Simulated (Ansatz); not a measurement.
## Elastic response of glassy Ga2O3 (175 atoms)

How stiff is glassy Ga2O3 (175 atoms)?

Program: Ansatz 0.2.0. Level of theory: Kohn-Sham DFT, PBE, PAW (set soft_1), plane waves. Results are calculated unless marked as measured.

## 1. The structure

The cell holds 175 atoms: 70 Ga and 105 O. Cell: a = 12.715 Å, b = 12.715 Å, c = 12.715 Å, α = 90.0°, β = 90.0°, γ = 90.0°. 175 atoms (70 Fe, 105 O) placed at random at 4.52 g/cm³, melted at 4500 K for 20 ps at fixed volume with the Morse and Coulomb pair potential with partial charges (Pedone, Malavasi, Menziani, Cormack and Segre, J. Phys. Chem. B 110, 11780 (2006)). Quenched from 4500 K to 300 K at 100 K/ps and fixed volume, held 5 ps. Then Fe was replaced by Ga (the potential has no terms for the new elements, so the cell is a start for a DFT relaxation).

What the set-up can't give: The quench rate of 100 K/ps far exceeds what a furnace or splat quench reaches, so expect more defects and frozen-in strain than in a real sample. The network of bonds at the start is that of the classical potential that made the cell, and needn't be the one that DFT or experiment would give. The Brillouin zone is sampled at Γ only.

## 2. Single point at the start

The forces at the start show how far the geometry lies from a minimum of this functional.

input.yaml reads:

```yaml
crystal:
  lattice:
    - [12.7146, 0.0, 0.0]
    - [0.0, 12.7146, 0.0]
    - [0.0, 0.0, 12.7146]
  atoms:
    - { symbol: Ga, position: [0.16951, 0.07167, 0.97231] }
    - { symbol: Ga, position: [0.89104, 0.01135, 0.25425] }
    - { symbol: Ga, position: [0.31588, 0.49853, 0.13826] }
    - { symbol: Ga, position: [0.47414, 0.63675, 0.03916] }
    - { symbol: Ga, position: [0.25245, 0.24861, 0.14061] }
    - { symbol: Ga, position: [0.29754, 0.43363, 0.89775] }
    - { symbol: Ga, position: [0.40329, 0.8143, 0.20641] }
    - { symbol: Ga, position: [0.56027, 0.34826, 0.97548] }
    - { symbol: Ga, position: [0.10643, 0.32606, 0.98051] }
    - { symbol: Ga, position: [0.13489, 0.91303, 0.17586] }
    - { symbol: Ga, position: [0.11422, 0.1329, 0.33274] }
    - { symbol: Ga, position: [0.68297, 0.39722, 0.65606] }
    - { symbol: Ga, position: [0.09651, 0.60105, 0.54802] }
    - { symbol: Ga, position: [0.23396, 0.71086, 0.02093] }
    - { symbol: Ga, position: [0.11118, 0.63028, 0.26713] }
    - { symbol: Ga, position: [0.09197, 0.19603, 0.77769] }
    - { symbol: Ga, position: [0.48721, 0.82251, 0.43706] }
    - { symbol: Ga, position: [0.80859, 0.97202, 0.9872] }
    - { symbol: Ga, position: [0.17032, 0.42792, 0.70601] }
    - { symbol: Ga, position: [0.89678, 0.53812, 0.71978] }
    - { symbol: Ga, position: [0.51327, 0.83856, 0.70332] }
    - { symbol: Ga, position: [0.71466, 0.6765, 0.5961] }
    - { symbol: Ga, position: [0.89217, 0.67775, 0.44217] }
    - { symbol: Ga, position: [0.60971, 0.0224, 0.85768] }
    - { symbol: Ga, position: [0.39688, 0.1921, 0.93055] }
    - { symbol: Ga, position: [0.99906, 0.97874, 0.78938] }
    - { symbol: Ga, position: [0.83317, 0.61754, 0.97727] }
    - { symbol: Ga, position: [0.8941, 0.27304, 0.68749] }
    - { symbol: Ga, position: [0.73372, 0.20182, 0.52383] }
    - { symbol: Ga, position: [0.47626, 0.39319, 0.75024] }
    - { symbol: Ga, position: [0.44655, 0.61642, 0.57388] }
    - { symbol: Ga, position: [0.14377, 0.66379, 0.78109] }
    [... 137 atom lines left out ...]
    - { symbol: O, position: [0.84826, 0.67973, 0.68179] }
    - { symbol: O, position: [0.89116, 0.2151, 0.5354] }
    - { symbol: O, position: [0.75923, 0.02703, 0.3187] }
    - { symbol: O, position: [0.03267, 0.9581, 0.60778] }
    - { symbol: O, position: [0.49027, 0.7334, 0.89339] }
    - { symbol: O, position: [0.1677, 0.34276, 0.83763] }
kpoints:
  mp_grid: { grid: [1, 1, 1] }
hamiltonian:
  xc: pbe
  pseudopotentials: { kind: paw, azcp: { folder: soft_1 } }
scf:
  occupations: { method: fermi_dirac, width: 0.025 }
output:
  forces: true
```

Command:

```console
ansatz run input.yaml --threads 4 --pin off --max-ram 15872MiB --backend cpu --events-out ev --progress --plain --runs-dir out
```

Numbers of over 12 decimals in the logs are rounded to 6 here.

Log:

```text
Engine: ansatz 0.2.0, aarch64-unknown-linux-gnu
Pseudopotentials: kind: paw
Pseudopotential: Ga, paw, valence charge 13, recommended cutoff 420 eV (normal), soft_1/Ga.paw.azcp
Pseudopotential: O, paw, valence charge 6, recommended cutoff 420 eV (normal), soft_1/O.paw.azcp
Functional definition: PBE
  parameter kappa = 0.804
  parameter beta = 0.066725
  exchange = pbe_x(kappa = kappa, mu = beta*pi^2/3)
  correlation = pbe_c(beta = beta)
Crystal: 175 atoms, lattice volume = 2055.456 Å³
Basis set: ecut = 420 eV, 40243 PW (Γ), exchange–correlation on 180×180×180 points (8 copies of the dense FFT grid, shifted against one another)
Bands: 945, of which v1, the nominal top of the filled ones, is band 770 counted from 1 (769 counted from 0)
Symmetry: 1 space group operations
Space group: P1 (ITA 1), of the structure as read, at distance tolerance 1.3e-4 Å
k-points: 1
Non-local potential: Ga, projectors of the file, l = 0: 2, l = 1: 2, l = 2: 3, l = 3: 1
Non-local potential: O, projectors of the file, l = 0: 2, l = 1: 2, l = 2: 1
PAW form: soft (Blöchl's): semilocal exchange-correlation on the pseudo side does not see the compensation charge
PAW one-centre angular grid: Ga, 590 points (default); XC on 64 Gauss nodes
PAW one-centre angular grid: O, 110 points (default); XC on 64 Gauss nodes
Initial density: superposition of atomic densities (chi_scale 0.1, normalization cell, long waves kept (reshape's long-wave potential 0.12 eV rms))
Initial wavefunctions: pseudopotential atomic-orbital guess
Functional: x = pbe(κ = 0.804, μ = 0.219515), c = pbe(β = 0.066725)
SCF iter   1: F=—  HF=-324449.629391 eV  |F-HF|=—  |Δ(HF+E_count)|=         —  Δρ=1.11e-1  dr2=1.17e2  ethr=3.10e-3  ⟨swp⟩=5.0  Hψ=2819  notcnv=0  defer=87
preconditioner: auto → Resta (q_TF=auto, 2.600 Å⁻¹)  ε∞=4.3  [insulator: Δε(μ)=1.144 eV  Ē_g=17.652 eV  σ=0.025 eV  W_gap=1.00  n_scr=618 (ndim 8)  ℏωp=32.1 eV  f_vac=0.029  D(μ)=0.00/eV (n_scr^D=0)  ε∞_Penn≈4.3]
SCF iter   2: F=—  HF=-324419.333432 eV  |F-HF|=—  |Δ(HF+E_count)|=    3.03e1  Δρ=5.02e-2  dr2=2.45e1  ethr=3.10e-3  ⟨swp⟩=2.0  Hψ=1759  notcnv=0  defer=168
SCF iter   3: F=—  HF=-324410.392767 eV  |F-HF|=—  |Δ(HF+E_count)|=    8.94e0  Δρ=1.58e-2  dr2=4.07e0  ethr=1.59e-3  ⟨swp⟩=4.0  Hψ=1554  notcnv=0  defer=116
automatic band count: iteration 3 solves 893 bands in place of 945: the levels show a gap, and the empty bands left out lie too high to hold charge; the band table lists the bands solved (type scf.n_extra_bands for more)
SCF iter   4: F=—  HF=-324409.222490 eV  |F-HF|=—  |Δ(HF+E_count)|=    1.17e0  Δρ=4.84e-3  dr2=4.55e-1  ethr=2.65e-4  ⟨swp⟩=3.0  Hψ=1510  notcnv=0  defer=116
SCF iter   5: F=—  HF=-324409.452712 eV  |F-HF|=—  |Δ(HF+E_count)|=   2.30e-1  Δρ=3.43e-3  dr2=1.95e-1  ethr=2.95e-5  ⟨swp⟩=2.0  Hψ=1791  notcnv=0  defer=116
SCF iter   6: F=—  HF=-324409.519522 eV  |F-HF|=—  |Δ(HF+E_count)|=   6.68e-2  Δρ=1.39e-3  dr2=3.44e-2  ethr=1.27e-5  ⟨swp⟩=2.0  Hψ=1534  notcnv=0  defer=116
SCF iter   7: F=—  HF=-324409.517262 eV  |F-HF|=—  |Δ(HF+E_count)|=   2.26e-3  Δρ=4.90e-4  dr2=5.65e-3  ethr=2.23e-6  ⟨swp⟩=2.0  Hψ=1532  notcnv=0  defer=116
SCF iter   8: F=—  HF=-324409.521736 eV  |F-HF|=—  |Δ(HF+E_count)|=   4.47e-3  Δρ=2.14e-4  dr2=1.03e-3  ethr=3.67e-7  ⟨swp⟩=2.0  Hψ=1495  notcnv=0  defer=116
SCF iter   9: F=—  HF=-324409.522170 eV  |F-HF|=—  |Δ(HF+E_count)|=   4.34e-4  Δρ=1.37e-4  dr2=4.10e-4  ethr=6.68e-8  ⟨swp⟩=2.0  Hψ=1546  notcnv=0  defer=116
SCF iter  10: F=—  HF=-324409.522274 eV  |F-HF|=—  |Δ(HF+E_count)|=   1.05e-4  Δρ=4.13e-5  dr2=5.16e-5  ethr=2.66e-8  ⟨swp⟩=2.0  Hψ=1485  notcnv=0  defer=116
SCF iter  11: F=—  HF=-324409.523526 eV  |F-HF|=—  |Δ(HF+E_count)|=   1.25e-3  Δρ=5.13e-5  dr2=5.00e-5  ethr=3.35e-9  ⟨swp⟩=2.0  Hψ=1548  notcnv=0  defer=116
SCF iter  12: F=—  HF=-324409.523524 eV  |F-HF|=—  |Δ(HF+E_count)|=   1.64e-6  Δρ=9.44e-6  dr2=2.24e-6  ethr=3.24e-9  ⟨swp⟩=2.0  Hψ=1494  notcnv=0  defer=116
SCF iter  13: F=—  HF=-324409.523525 eV  |F-HF|=—  |Δ(HF+E_count)|=   1.38e-6  Δρ=4.56e-6  dr2=5.32e-7  ethr=1.45e-10  ⟨swp⟩=2.0  Hψ=1548  notcnv=0  defer=116
SCF iter  14: F=—  HF=-324409.523526 eV  |F-HF|=—  |Δ(HF+E_count)|=   4.86e-7  Δρ=3.50e-6  dr2=2.50e-7  ethr=3.45e-11  ⟨swp⟩=2.0  Hψ=1548  notcnv=0  defer=116
SCF iter  15: F=-324409.523526 eV  HF=-324409.523526 eV  |F-HF|=1.68e-8  |Δ(HF+E_count)|=   5.46e-8  Δρ=9.91e-7  dr2=2.82e-8  ethr=6.49e-12  ⟨swp⟩=2.0  Hψ=2692  notcnv=0
SCF 1 converged in 15 iterations: F = -324409.523526 eV  dr2 = 2.82e-8
  greatest PAW one-centre occupation: 0.998 electrons in one spin orbital (limit 2), on the Ga atom at site 35 (counted from 0), in its partial waves of l = 2
SCF converged after 15 iterations
Free energy (F): -324409.523526 eV
Harris-Foulkes:  -324409.523526 eV  (|F-HF|=1.68e-8)
Internal energy: -324409.523425 eV  (E = F + TS)
E sigma→0 (E₀):  -324409.523476 eV
Entropy (-TS):   -0.000101 eV (-0.001 meV/atom)
Fermi energy:    7.437325 eV
--- Per-component energies (eV) ---
  E_band       = -3994.488951
  E_kinetic    = 25307.787399
  E_local      = -137007.817435  (includes V_loc(G=0)·N_el)
  E_nonlocal   = -630.612349
  E_hartree    = 77861.170369
  E_xc         = -11756.818717
  E_vxc        = -13282.259285  (∫ρ·V_xc dr)
  E_paw        = -157094.596852  (= ΣΔE_a)
  E_vpaw       = -34103.980761  (= ΣTr[D̂ρ^β])
  E_aug_tail   = 0.065094  (compensation charges beyond the density's cutoff)
  E_ewald      = -121088.700934
  E_smearing   = -0.000101  (= −TS)
  E_closure    = 0.000000  (closes the sum)
  Σ components = -324409.523526   (vs F -324409.523526, Δ=0.00e0)
--- Forces (eV/Å), atoms counted from 1 ---
  atom   1  Ga     0.17564931    -0.21210164     0.74071594
  atom   2  Ga    -0.79773259     1.57017536     0.57307362
  atom   3  Ga    -0.77399072    -1.73517743     0.38300394
  atom   4  Ga    -0.16059901     1.25465780    -3.00616405
  atom   5  Ga    -0.60103973    -0.58096238     1.67698883
  atom   6  Ga    -0.93438593     1.49554358     0.42162590
  atom   7  Ga    -0.93803868     1.45682826     1.26746760
  atom   8  Ga     1.39489529     0.84812869     1.19577305
  atom   9  Ga    -0.63365325    -0.68661384    -0.21530461
  atom  10  Ga     0.67643901     0.11533837    -1.31377353
  atom  11  Ga    -0.14211396     0.65512505    -0.92798310
  atom  12  Ga     0.01071958    -0.57704075    -1.05134623
  atom  13  Ga     0.21537073     0.46258353    -0.01899802
  atom  14  Ga    -0.59201889     0.82710956    -1.63541377
[...]
atom 174  O     -0.12130089    -0.39448912     0.93864861
  atom 175  O     -0.05856057    -0.36965977    -0.19147438
  max |Σ_I F_I| component: 2.01e-5 eV/Å
```

The job ended after 1.9 min (4 threads of Arm Neoverse V2, shared host; peak memory 4.3 GiB; 7.6 min of CPU time).

The r.m.s. force at the start is 0.69 eV/Å.

## 3. Cell and atoms relaxed

Cell and atoms are freed together, to release stress as well as forces.

input.yaml reads:

```yaml
crystal:
  lattice:
    - [12.7146, 0.0, 0.0]
    - [0.0, 12.7146, 0.0]
    - [0.0, 0.0, 12.7146]
  atoms:
    [... the 175 atom lines of step 2 ...]
kpoints:
  mp_grid: { grid: [1, 1, 1] }
hamiltonian:
  xc: pbe
  pseudopotentials: { kind: paw, azcp: { folder: soft_1 } }
scf:
  occupations: { method: fermi_dirac, width: 0.025 }
output:
  forces: true
relax:
  f_tol: 0.05
  max_steps: 150
  cell: {}
```

Log:

```text
[...]
Crystal: 175 atoms, lattice volume = 2055.456 Å³
Basis set: ecut = 420 eV, 40243 PW (Γ), exchange–correlation on 180×180×180 points (8 copies of the dense FFT grid, shifted against one another)
Bands: 945, of which v1, the nominal top of the filled ones, is band 770 counted from 1 (769 counted from 0)
Symmetry: 1 space group operations
[...]
k-points: 1
[...]
SCF iter   1: F=—  HF=-324449.629390 eV  |F-HF|=—  |Δ(HF+E_count)|=         —  Δρ=1.11e-1  dr2=1.17e2  ethr=3.10e-3  ⟨swp⟩=5.0  Hψ=2819  notcnv=0  defer=87
[...]
SCF iter  14: F=—  HF=-324409.523526 eV  |F-HF|=—  |Δ(HF+E_count)|=   4.84e-7  Δρ=3.46e-6  dr2=2.45e-7  ethr=3.37e-11  ⟨swp⟩=2.0  Hψ=1548  notcnv=0  defer=168
SCF iter  15: F=-324409.523526 eV  HF=-324409.523526 eV  |F-HF|=1.58e-8  |Δ(HF+E_count)|=   5.35e-8  Δρ=9.83e-7  dr2=2.77e-8  ethr=6.49e-12  ⟨swp⟩=2.0  Hψ=2705  notcnv=0
SCF 1 converged in 15 iterations: F = -324409.523526 eV  dr2 = 2.77e-8
[...]
relax step   1: F+E_penalty+E_count = -324409.52352600 eV  Δ(F+E_penalty+E_count) = +0.000e0 eV  max|allowed force component| = 3.006e0 eV/Å  Δτ_max = 0.0000 Å  P = -10.051 GPa  Ω = 2055.456 Å³  (15 SCF iters, dr2 threshold 1.00e-7 eV, accepted)
[... from here on, the SCF cycles and remarks between the steps are left out ...]
relax step   2: F+E_penalty+E_count = -324420.85877936 eV  Δ(F+E_penalty+E_count) = -1.134e1 eV  max|allowed force component| = 1.169e0 eV/Å  Δτ_max = 0.1779 Å  P = -3.894 GPa  Ω = 1953.281 Å³  energy of the carried Pulay correction = +2.648e-1 eV  (9 SCF iters, dr2 threshold 1.75e-5 eV, accepted)
relax step   3: F+E_penalty+E_count = -324425.57605977 eV  Δ(F+E_penalty+E_count) = -4.717e0 eV  max|allowed force component| = 4.636e-1 eV/Å  Δτ_max = 0.2000 Å  P = -0.466 GPa  Ω = 1924.974 Å³  energy of the carried Pulay correction = +3.405e-1 eV  (8 SCF iters, dr2 threshold 1.75e-5 eV, accepted)
relax step   4: F+E_penalty+E_count = -324426.60548455 eV  Δ(F+E_penalty+E_count) = -1.029e0 eV  max|allowed force component| = 3.765e-1 eV/Å  Δτ_max = 0.2000 Å  P = +0.167 GPa  Ω = 1934.166 Å³  energy of the carried Pulay correction = +3.158e-1 eV  (8 SCF iters, dr2 threshold 1.34e-5 eV, accepted)
relax step   5: F+E_penalty+E_count = -324427.25460375 eV  Δ(F+E_penalty+E_count) = -6.491e-1 eV  max|allowed force component| = 1.724e-1 eV/Å  Δτ_max = 0.2000 Å  P = +0.158 GPa  Ω = 1955.509 Å³  energy of the carried Pulay correction = +2.588e-1 eV  (8 SCF iters, dr2 threshold 8.86e-6 eV, accepted)
relax step   6: F+E_penalty+E_count = -324427.47607631 eV  Δ(F+E_penalty+E_count) = -2.215e-1 eV  max|allowed force component| = 1.097e-1 eV/Å  Δτ_max = 0.2000 Å  P = -0.017 GPa  Ω = 1970.665 Å³  energy of the carried Pulay correction = +2.188e-1 eV  (9 SCF iters, dr2 threshold 1.86e-6 eV, accepted)
relax step   7: F+E_penalty+E_count = -324427.62725828 eV  Δ(F+E_penalty+E_count) = -1.512e-1 eV  max|allowed force component| = 1.607e-1 eV/Å  Δτ_max = 0.2000 Å  P = -0.001 GPa  Ω = 1974.049 Å³  energy of the carried Pulay correction = +2.098e-1 eV  (9 SCF iters, dr2 threshold 7.52e-7 eV, accepted)
relax step   8: F+E_penalty+E_count = -324427.70992389 eV  Δ(F+E_penalty+E_count) = -8.267e-2 eV  max|allowed force component| = 3.024e-1 eV/Å  Δτ_max = 0.1940 Å  P = +0.032 GPa  Ω = 1976.404 Å³  energy of the carried Pulay correction = +2.037e-1 eV  (9 SCF iters, dr2 threshold 1.61e-6 eV, accepted)
relax step   9: F+E_penalty+E_count = -324427.74852748 eV  Δ(F+E_penalty+E_count) = -3.860e-2 eV  max|allowed force component| = 6.145e-1 eV/Å  Δτ_max = 0.1937 Å  P = -0.013 GPa  Ω = 1980.111 Å³  energy of the carried Pulay correction = +1.939e-1 eV  (8 SCF iters, dr2 threshold 5.72e-6 eV, accepted)
relax step  10: F+E_penalty+E_count = -324428.00872451 eV  Δ(F+E_penalty+E_count) = -2.602e-1 eV  max|allowed force component| = 2.049e-1 eV/Å  Δτ_max = 0.2000 Å  P = +0.006 GPa  Ω = 1978.049 Å³  energy of the carried Pulay correction = +1.993e-1 eV  (8 SCF iters, dr2 threshold 1.75e-5 eV, accepted)
relax step  11: F+E_penalty+E_count = -324428.12530959 eV  Δ(F+E_penalty+E_count) = -1.166e-1 eV  max|allowed force component| = 1.006e-1 eV/Å  Δτ_max = 0.2000 Å  P = +0.009 GPa  Ω = 1978.040 Å³  energy of the carried Pulay correction = +1.994e-1 eV  (9 SCF iters, dr2 threshold 2.62e-6 eV, accepted)
relax step  12: F+E_penalty+E_count = -324428.16206484 eV  Δ(F+E_penalty+E_count) = -3.676e-2 eV  max|allowed force component| = 1.280e-1 eV/Å  Δτ_max = 0.2000 Å  P = +0.008 GPa  Ω = 1979.593 Å³  energy of the carried Pulay correction = +1.953e-1 eV  (10 SCF iters, dr2 threshold 6.33e-7 eV, accepted)
relax step  13: F+E_penalty+E_count = -324428.24787601 eV  Δ(F+E_penalty+E_count) = -8.581e-2 eV  max|allowed force component| = 7.863e-2 eV/Å  Δτ_max = 0.1319 Å  P = +0.036 GPa  Ω = 1980.310 Å³  energy of the carried Pulay correction = +1.934e-1 eV  (9 SCF iters, dr2 threshold 1.02e-6 eV, accepted)
relax step  14: F+E_penalty+E_count = -324428.21069180 eV  Δ(F+E_penalty+E_count) = +3.718e-2 eV  max|allowed force component| = 2.943e-1 eV/Å  Δτ_max = 0.0857 Å  P = -0.077 GPa  Ω = 1982.611 Å³  energy of the carried Pulay correction = +1.874e-1 eV  (9 SCF iters, dr2 threshold 3.86e-7 eV, rejected (line search))
relax step  15: F+E_penalty+E_count = -324428.26744494 eV  Δ(F+E_penalty+E_count) = -1.957e-2 eV  max|allowed force component| = 5.053e-2 eV/Å  Δτ_max = 0.0429 Å  P = -0.008 GPa  Ω = 1981.005 Å³  energy of the carried Pulay correction = +1.916e-1 eV  (12 SCF iters, accepted)
relax step  16: F+E_penalty+E_count = -324428.27253929 eV  Δ(F+E_penalty+E_count) = -5.094e-3 eV  max|allowed force component| = 3.152e-2 eV/Å  Δτ_max = 0.0374 Å  P = +0.017 GPa  Ω = 1980.890 Å³  energy of the carried Pulay correction = +1.919e-1 eV  (9 SCF iters, dr2 threshold 1.60e-7 eV, accepted)
relax step  17: F+E_penalty+E_count = -324428.12020988 eV  Δ(F+E_penalty+E_count) = +1.523e-1 eV  max|allowed force component| = 3.143e-2 eV/Å  Δτ_max = 0.0000 Å  P = -0.103 GPa  Ω = 1980.890 Å³  stress off target by 1.44e-1 GPa  SCF on the basis re-selected at this cell (its energy is not comparable with the rows above)  (8 SCF iters)
relax step  18: F+E_penalty+E_count = -324428.12852278 eV  Δ(F+E_penalty+E_count) = -8.313e-3 eV  max|allowed force component| = 2.598e-2 eV/Å  Δτ_max = 0.0146 Å  P = +0.048 GPa  Ω = 1978.407 Å³  energy of the carried Pulay correction = +6.659e-3 eV  (9 SCF iters, dr2 threshold 5.20e-8 eV, accepted)
relax step  19: F+E_penalty+E_count = -324428.12569109 eV  Δ(F+E_penalty+E_count) = +2.832e-3 eV  max|allowed force component| = 2.493e-2 eV/Å  Δτ_max = 0.0147 Å  P = -0.015 GPa  Ω = 1979.545 Å³  energy of the carried Pulay correction = +3.602e-3 eV  (9 SCF iters, dr2 threshold 1.36e-8 eV, accepted)
relax step  20: F+E_penalty+E_count = -324428.12163165 eV  Δ(F+E_penalty+E_count) = +4.059e-3 eV  max|allowed force component| = 2.493e-2 eV/Å  Δτ_max = 0.0000 Å  P = -0.017 GPa  Ω = 1979.545 Å³  stress off target by 3.75e-2 GPa  SCF on the basis re-selected at this cell (its energy is not comparable with the rows above)  (4 SCF iters)
[...]
SCF converged after 4 iterations
Free energy (F): -324428.121632 eV
[...]
Internal energy: -324428.121632 eV  (E = F + TS)
E sigma→0 (E₀):  -324428.121632 eV
Fermi energy:    8.224338 eV
[...]
Σ components = -324428.121632   (vs F -324428.121632, Δ=0.00e0)
--- Forces (eV/Å), atoms counted from 1 ---
  atom   1  Ga     0.00231469     0.00520007    -0.00214427
  atom   2  Ga    -0.00605630    -0.00294762    -0.00676976
  atom   3  Ga     0.00206196    -0.00086322     0.00758455
  atom   4  Ga     0.00948908    -0.00159668     0.00725206
[...]
atom 175  O     -0.01108918     0.00306668    -0.00143065
  max |Σ_I F_I| component: 5.32e-6 eV/Å
--- Stress (GPa, compression-positive) ---
       -0.000258       0.010734       0.008809
        0.010734      -0.015899       0.001554
        0.008809       0.001554      -0.035346
  P = ⅓ Tr σ = -0.0172 GPa (-0.172 kbar)
--- Relaxed structure (18 steps of the walk, 17 accepted, 2 SCFs on fresh bases) ---
  F+E_penalty+E_count = -324428.12163165 eV   max|allowed force component| = 2.493e-2 eV/Å   (the final SCF, on the basis selected at the relaxed cell)
  cell:  # Å, volume = 1979.5450 Å³
    - [12.689138, 0.189771, 0.021900]
    - [0.189771, 12.478108, -0.029219]
    - [0.021900, -0.029219, 12.505096]
  atoms:
    - { symbol: Ga, position: [0.163647, 0.066642, 0.975901] }
    - { symbol: Ga, position: [0.893258, 0.015636, 0.253997] }
    - { symbol: Ga, position: [0.317497, 0.482935, 0.182635] }
    - { symbol: Ga, position: [0.470422, 0.634423, 0.039348] }
[...]
- { symbol: O, position: [0.153677, 0.307839, 0.814368] }
```

The job ended after 30 min (4 threads; peak memory 4.4 GiB; 2 h of CPU time).

The relaxation converged after 18 steps, with a largest force component of 0.025 eV/Å.

(Continued in part 2 of 2.)

[Logs are printed without paths, hosts, clocks, repeated set-up lines and the standing remarks that a program may print on its own settings, such as how far it seeks lower states.]

[Hosts, paths, dates, database ids (printed as entryN), source tags and the programs' standing remarks are cut or masked in the printed files.]
